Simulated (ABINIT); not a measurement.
## AlBiS3 (Pm-3m): zone-centre phonons

Aim: the zone-centre modes of AlBiS3 (Pm-3m).

Method: DFT PBEsol, scalar-relativistic, plane waves, PseudoDojo norm-conserving pseudopotentials, in ABINIT 10.8.3.

This is a report of a sequence of runs, with most program output left out.

The structure was built from a prototype and need not be the compound's stable phase.

### Step 1. Starting point

Symmetry: Pm-3m, No. 221, cubic system. Conventional cell: a = 4.655 Å, b = 4.655 Å, c = 4.655 Å, α = 90.00°, β = 90.00°, γ = 90.00°. Bi has 12 S at 3.29 Å nearest. Nearest to Al lie 6 S at 2.33 Å. S has 2 Al at 2.33 Å and 4 Bi at 3.29 Å nearest. Farther neighbours and most contacts between anions are not listed.

### Step 2. A first look

A first run with smearing and empty bands tells whether the crystal has a gap, which decides between fixed occupations and smearing later on.

File probe.abi:

```
# ground state
tolvrs 1.0d-08
prtden 1
prtwf 1

# basis, mesh and filling
ecut 36.0
ecutsm 3.0
ngkpt 4 4 4
nshiftk 1
shiftk 0.0 0.0 0.0
istwfk *1
occopt 7
tsmear 0.005
nband 26
nstep 100
diemac 9.0
prtebands 0
prtgsr 0
useylm 1

# cell and atoms
acell 8.79667511 8.79667511 8.79667511
rprim 
    1.0 0.0 0.0
    0.0 1.0 0.0
    0.0 0.0 1.0
ntypat 3
znucl 83 13 16
natom 5
typat 1 2 3 3 3
xred 
    0.0 0.0 0.0
    0.5 0.5 0.5
    0.5 0.5 0.0
    0.5 0.0 0.5
    0.0 0.5 0.5
pp_dirpath "./pseudo"
pseudos "Bi.upf, Al.upf, S.upf"
```

Started as:

```bash
$ OMP_NUM_THREADS=1 mpirun -n 4 abinit probe.abi > probe.log
```

Wall time 21 s (4 MPI ranks of Arm Neoverse V1, shared host); 82 s of CPU time.

Read from the output:

| Property | Result |
| --- | --- |
| volume per atom | 20.17 Å³ |
| pressure | -2.998 GPa |
| gap on the k-mesh | 0 eV |

No gap opens on this mesh, so smearing is kept.

### Step 3. Rough relaxation

The typed start is rough, so a first relaxation with smearing and loose thresholds takes it towards rest cheaply.

File prerelax.abi:

```
# relaxation
ionmov 2
optcell 2
dilatmx 1.15
chkdilatmx 0
ntime 40
tolmxf 3.0d-04
tolvrs 1.0d-10
prtwf 0
prtden 0
chksymtnons 0

# basis, mesh and filling
ecut 28.8
ecutsm 3.0
ngkpt 4 4 4
nshiftk 1
shiftk 0.0 0.0 0.0
istwfk *1
occopt 7
tsmear 0.005
nband 26
nstep 100
diemac 1000000.0
prtebands 0
prtgsr 0
useylm 1

# cell and atoms
acell 8.79667511 8.79667511 8.79667511
rprim 
    1.0 0.0 0.0
    0.0 1.0 0.0
    0.0 0.0 1.0
ntypat 3
znucl 83 13 16
natom 5
typat 1 2 3 3 3
xred 
    0.0 0.0 0.0
    0.5 0.5 0.5
    0.5 0.5 0.0
    0.5 0.0 0.5
    0.0 0.5 0.5
pp_dirpath "./pseudo"
pseudos "Bi.upf, Al.upf, S.upf"
```

Started as:

```bash
$ OMP_NUM_THREADS=1 mpirun -n 4 abinit prerelax.abi > prerelax.log
```

Wall time 85 s (4 MPI ranks); 5.7 min of CPU time.

Step by step:

```csv
step,energy less that of the first step (eV),largest force (eV/Å),volume (Å³)
1,0.0000,0.0000,100.87
2,-0.0152,0.0000,99.95
3,-0.0350,0.0000,97.11
4,-0.0350,0.0000,97.25
```

```csv
"conventional cell, symmetrised",before,after,change
a (Å),4.655,4.599,-1.2 %
b (Å),4.655,4.599,-1.2 %
c (Å),4.655,4.599,-1.2 %
volume (Å³/atom),20.17,19.45,-3.6 %
```

Numbers from this step:

```yaml
volume_per_atom: 19.45 Å³
pressure: -0.004747 GPa
```

The volume changes by -3.6 % in this run and stands -3.6 % from the first cell.

### Step 4. Relaxation

The harmonic expansion needs vanishing forces, and a free crystal bears no stress, so cell and atoms are brought to rest. Stress is more sensitive to the basis than forces are: the last 3 Ha under the cutoff are smoothed with ecutsm.

File relax.abi:

```
# relaxation
ionmov 2
optcell 2
dilatmx 1.08
ntime 40
tolmxf 1.0d-05
tolvrs 1.0d-14
prtwf 0
prtden 0
chksymtnons 0

# basis, mesh and filling
ecut 36.0
ecutsm 3.0
ngkpt 6 6 6
nshiftk 1
shiftk 0.0 0.0 0.0
istwfk *1
occopt 3
tsmear 0.01
nband 26
nstep 100
diemac 1000000.0
prtebands 0
prtgsr 0
useylm 1

# cell and atoms
acell 8.690171405 8.690171405 8.690171405
rprim 
    1.0 0.0 0.0
    0.0 1.0 0.0
    0.0 0.0 1.0
ntypat 3
znucl 83 13 16
natom 5
typat 1 2 3 3 3
xred 
    0.0 0.0 0.0
    0.5 0.5 0.5
    0.5 0.5 0.0
    0.5 0.0 0.5
    0.0 0.5 0.5
pp_dirpath "./pseudo"
pseudos "Bi.upf, Al.upf, S.upf"
```

Started as:

```bash
$ OMP_NUM_THREADS=1 mpirun -n 4 abinit relax.abi > relax.log
```

It took 3.1 min on 4 MPI ranks; 12 min of CPU time.

The steps of the relaxation:

```csv
step,energy less that of the first step (eV),largest force (eV/Å),volume (Å³)
1,0.0000,0.0000,97.25
2,-0.0010,0.0000,97.49
3,-0.0022,0.0000,98.13
4,-0.0022,0.0000,98.14
```

```csv
"conventional cell, symmetrised",before,after,change
a (Å),4.599,4.613,+0.3 %
b (Å),4.599,4.613,+0.3 %
c (Å),4.599,4.613,+0.3 %
volume (Å³/atom),19.45,19.63,+0.9 %
```

Final coordinates:

```xyz
5
Lattice="4.6127 0.0000 0.0000 0.0000 4.6127 0.0000 0.0000 0.0000 4.6127" Properties=species:S:1:pos:R:3 pbc="T T T"
Bi    0.0000    0.0000    0.0000
Al    2.3063    2.3063    2.3063
S     2.3063    2.3063    0.0000
S     2.3063    0.0000    2.3063
S     0.0000    2.3063    2.3063
```

Read from the output:

| Quantity | Value |
| --- | --- |
| volume per atom | 19.63 Å³ |
| pressure | 6.48e-5 GPa |

The volume changes by +0.9 % in this run and stands -2.7 % from the first cell.

### Step 5. Ground state

First-order wavefunctions inherit every error of the ground state, hence the very tight tolvrs. ecutsm is kept as in the relaxation, so that the cell stays at rest. Smearing stays on, as the first look found no gap above 0.3 eV.

File gs.abi:

```
# ground state
tolvrs 1.0d-16
prtden 1
prtwf 1

# basis, mesh and filling
ecut 36.0
ecutsm 3.0
ngkpt 6 6 6
nshiftk 1
shiftk 0.0 0.0 0.0
istwfk *1
occopt 3
tsmear 0.01
nband 26
nstep 100
diemac 1000000.0
prtebands 0
prtgsr 0
useylm 1

# cell and atoms
acell 8.716672424 8.716672424 8.716672424
rprim 
    1.0 0.0 0.0
    0.0 1.0 0.0
    0.0 0.0 1.0
ntypat 3
znucl 83 13 16
natom 5
typat 1 2 3 3 3
xred 
    0.0 0.0 0.0
    0.5 0.5 0.5
    0.5 0.5 0.0
    0.5 0.0 0.5
    0.0 0.5 0.5
pp_dirpath "./pseudo"
pseudos "Bi.upf, Al.upf, S.upf"
```

Started as:

```bash
$ OMP_NUM_THREADS=1 mpirun -n 4 abinit gs.abi > gs.log
```

Elapsed: 41 s, on 4 MPI ranks.

Numbers from this step:

```
pressure : 6.37e-5 GPa
```

The cell stands at 6.4e-5 GPa, close enough for phonons.

### Step 6. Zone-centre response

At q = 0 one unit cell holds all displacements. The response is solved for single atoms along the cell's directions, and symmetry skips those that follow from others. The crystal is treated as a metal, which screens a static field, so no field response is asked.

File dfpt_gamma.abi:

```

# common to the responses
getwfk_filepath "gso_WFK"
kptopt 2
nqpt 1
qpt 0.0 0.0 0.0
asr 0
chneut 0

# displacements
rfphon 1
rfatpol 1 5
rfdir 1 1 1
tolvrs 1.0d-10
prtwf 0

# basis, mesh and filling
ecut 36.0
ecutsm 3.0
ngkpt 6 6 6
nshiftk 1
shiftk 0.0 0.0 0.0
istwfk *1
occopt 3
tsmear 0.01
nband 26
nstep 100
diemac 1000000.0
prtebands 0
prtgsr 0
useylm 1

# cell and atoms
acell 8.716672424 8.716672424 8.716672424
rprim 
    1.0 0.0 0.0
    0.0 1.0 0.0
    0.0 0.0 1.0
ntypat 3
znucl 83 13 16
natom 5
typat 1 2 3 3 3
xred 
    0.0 0.0 0.0
    0.5 0.5 0.5
    0.5 0.5 0.0
    0.5 0.0 0.5
    0.0 0.5 0.5
pp_dirpath "./pseudo"
pseudos "Bi.upf, Al.upf, S.upf"
```

Started as:

```bash
$ OMP_NUM_THREADS=1 mpirun -n 4 abinit dfpt_gamma.abi > dfpt_gamma.log
```

Elapsed: 5.1 min, on 4 MPI ranks.

Numbers from this step:

- largest acoustic frequency at the zone centre before the sum rule: -1.64 cm⁻¹
- highest optical zone-centre mode (no LO-TO term): 457.2 cm⁻¹
- lowest optical zone-centre mode: -136.3 cm⁻¹

The acoustic modes at Γ come out as far as 1.6 cm⁻¹ from zero, where they should vanish, a small numerical error. The lowest optical mode is imaginary, 136i cm⁻¹, an instability at this level and on this k mesh.

### Step 7. Modes with the sum rule

anaddb reads the merged derivatives and imposes the acoustic sum rule.

File anaddb.abi:

```
ddb_filepath "gamma_DDB"
output_file "anaddb.abo"
outdata_prefix "anaddb"
asr 1
chneut 1
enunit 2
eivec 1
nph1l 1
qph1l 0.0 0.0 0.0 1.0
```

File mrgddb.in:

```
gamma_DDB
merged
2
dfpt_gammao_DDB
gso_DDB
```

Started as:

```bash
$ mrgddb < mrgddb.in > mrgddb.log
$ OMP_NUM_THREADS=1 anaddb anaddb.abi > anaddb.log
```

Wall time 0.5 s (1 thread).

Numbers from this step:

```
highest optical zone-centre mode (no LO-TO term) : 457.3 cm⁻¹
lowest optical zone-centre mode                  : -136.2 cm⁻¹
```

No LO-TO term; unit eigenvectors of the mass-weighted matrix, from anaddb's displacements. Modes at Γ, with each element's share of the kinetic energy (negative means imaginary):

```csv
mode,frequency (cm⁻¹),symmetry,Bi %,Al %,S %
1,-136.2,T1u,28,0,72
2,-136.2,T1u,28,0,72
3,-136.2,T1u,28,0,72
4,-119.2,T2u,0,0,100
5,-119.2,T2u,0,0,100
6,-119.2,T2u,0,0,100
7,0.0,acoustic,63,8,29
8,0.0,acoustic,63,8,29
9,0.0,acoustic,63,8,29
10,104.0,T1u,9,54,36
11,104.0,T1u,9,54,36
12,104.0,T1u,9,54,36
13,457.3,T1u,0,37,63
14,457.3,T1u,0,37,63
15,457.3,T1u,0,37,63
```

Displacements in mode 1 (-136.2 cm⁻¹), the largest set to 1:
```
Bi1  0.00  0.00 -0.35
Al2  0.00  0.00  0.02
S3   0.00  0.00  0.27
S4   0.00  0.00  1.00
S5   0.00  0.00  1.00
```

Displacements in mode 10 (104.0 cm⁻¹), the largest set to 1:
```
Bi1  0.00  0.00 -0.15
Al2  0.00  0.00  1.00
S3   0.00  0.00  0.65
S4   0.00  0.00 -0.27
S5   0.00  0.00 -0.27
```

The rule moves no optical mode by more than 0.2 cm⁻¹.

### Step 8. Sum rules set otherwise (asr 0)

Without the rule the raw error of the acoustic modes shows.

Changes to anaddb.abi since step 7:

```diff
@@ -3,4 +3,4 @@
 outdata_prefix "anaddb"
-asr 1
-chneut 1
+asr 0
+chneut 0
 enunit 2
```

mrgddb.in is that of step 7.

It took 0.49 s on 1 thread.

This step gave:

```
highest optical zone-centre mode (no LO-TO term) : 457.2 cm⁻¹
lowest optical zone-centre mode                  : -136.3 cm⁻¹
```

Zone-centre frequencies as printed; negative means imaginary. Modes:

```csv
mode,frequency (cm⁻¹)
1,-136.3
2,-136.3
3,-136.3
4,-119.4
5,-119.4
6,-119.4
7,-1.64
8,-1.64
9,-1.64
10,103.9
11,103.9
12,103.9
13,457.2
14,457.2
15,457.2
```

### Step 9. What came out

| Quantity | Value |
| --- | --- |
| space group after relaxation | Pm-3m |
| volume per atom | 19.6 Å³ |
| highest optical zone-centre mode (no LO-TO term) | 457.3 cm⁻¹ |
| lowest optical zone-centre mode | -136.2 cm⁻¹ |
| imaginary optical modes at the zone centre (no q mesh in this session) | yes |

What this shows: At the PBEsol level the optical modes of AlBiS3 (Pm-3m) at the zone centre run from 136i to 457 cm⁻¹, so the structure is a saddle point, with 6 modes beyond 10i cm⁻¹ there. These are harmonic frequencies: anharmonic shifts and widths and the lattice's thermal expansion are left out. The Fermi-Dirac smearing of 0.01 Ha is an electronic temperature of 3158 K, which adds a pressure of its own and can shift the volume and soft modes. Spin-orbit coupling is left out, which can matter for the heavy elements here. In a metal the frequencies hang on the k mesh and the smearing, most of all near Kohn anomalies. The structure is a hypothetical one, built on a prototype.

[Host names and launcher messages were left out of these logs when they were recorded.]

[Logs are printed without paths, hosts, clocks, repeated set-up lines and the standing remarks that a program may print on its own settings, such as how far it seeks lower states.]

[Hosts, paths, dates, database ids (printed as entryN), source tags and the programs' standing remarks are cut or masked in the printed files.]
